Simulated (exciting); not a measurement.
PbBrF, space group P4/nmm, Br K edge of atom 3, with 4 Pb at 3.18 Å, 4 F at 3.38 Å, 1 Pb at 3.45 Å and 4 Br at 3.73 Å (13-fold, site symmetry 4mm); the tensor is averaged over the atoms equivalent by symmetry. Method: exciting, all-electron LAPW+lo, LDA, exchange and screened direct term (singlet BSE), 3×3×2 shifted k points, 44 conduction bands, |G+q| up to 3 bohr⁻¹, full RPA screening with nempty = 79, Lorentzian half width 1.26 eV.

```xyz
6
Lattice="4.1800 0.0000 0.0000 0.0000 4.1800 0.0000 0.0000 0.0000 7.5900" Properties=species:S:1:pos:R:3 pbc="T T T"
Pb    2.0900    0.0000    6.1100
Pb    0.0000    2.0900    1.4801
Br    2.0900    0.0000    2.6565
Br    0.0000    2.0900    4.9335
F     0.0000    0.0000    0.0000
F     2.0900    2.0900    0.0000
```

Energy from the Kohn–Sham onset, core level to the lowest empty state found on the meshes used; scaled to the maximum of the polarisation mean:

```tsv
E (eV)	curve 1	curve 2
-9.5	0.03	0.02
-9.0	0.03	0.02
-8.5	0.03	0.03
-8.0	0.03	0.03
-7.5	0.04	0.03
-7.0	0.04	0.03
-6.5	0.05	0.04
-6.0	0.05	0.04
-5.5	0.06	0.05
-5.0	0.07	0.06
-4.5	0.08	0.06
-4.0	0.09	0.07
-3.5	0.11	0.09
-3.0	0.13	0.11
-2.5	0.16	0.14
-2.0	0.20	0.17
-1.5	0.26	0.23
-1.0	0.36	0.33
-0.5	0.51	0.46
0.0	0.73	0.61
0.5	0.97	0.70
1.0	1.13	0.71
1.5	1.13	0.66
2.0	1.01	0.57
2.5	0.83	0.48
3.0	0.65	0.42
3.5	0.53	0.39
4.0	0.47	0.40
4.5	0.47	0.47
5.0	0.50	0.59
5.5	0.52	0.74
6.0	0.48	0.83
6.5	0.43	0.82
7.0	0.40	0.75
7.5	0.39	0.67
8.0	0.40	0.59
8.5	0.43	0.53
9.0	0.45	0.53
9.5	0.47	0.55
10.0	0.48	0.58
10.5	0.50	0.61
11.0	0.53	0.62
11.5	0.55	0.60
12.0	0.55	0.58
12.5	0.54	0.56
13.0	0.54	0.53
13.5	0.55	0.49
14.0	0.56	0.44
14.5	0.57	0.38
15.0	0.57	0.34
15.5	0.56	0.33
16.0	0.53	0.33
16.5	0.49	0.34
17.0	0.45	0.35
17.5	0.44	0.35
18.0	0.44	0.36
18.5	0.42	0.35
19.0	0.38	0.33
```

The database entry behind the starting cell is an old determination (1932), so it need not match the best structure at ambient conditions.

The curves are the diagonal elements of Im ε for ε ∥ c and ⊥ c. Which is which?

Curve 1: ε ⊥ c, maxima 1.2 eV (1.15), 11.9 eV (0.55) and 15.0 eV (0.57); 1 lower ones aren't listed. Curve 2: ε ∥ c, maxima 0.8 eV (0.72), 6.2 eV (0.84) and 11.0 eV (0.62); 1 lower ones aren't listed. A K edge probes the empty p states along ε, which follow the bonds' lengths and directions.

[Banner, clock and machine lines of the logs are left out without a mark of their own.]

[Logs are printed without paths, hosts, clocks, repeated set-up lines and the standing remarks that a program may print on its own settings, such as how far it seeks lower states.]

[Hosts, paths, dates, database ids (printed as entryN), source tags and the programs' standing remarks are cut or masked in the printed files.]
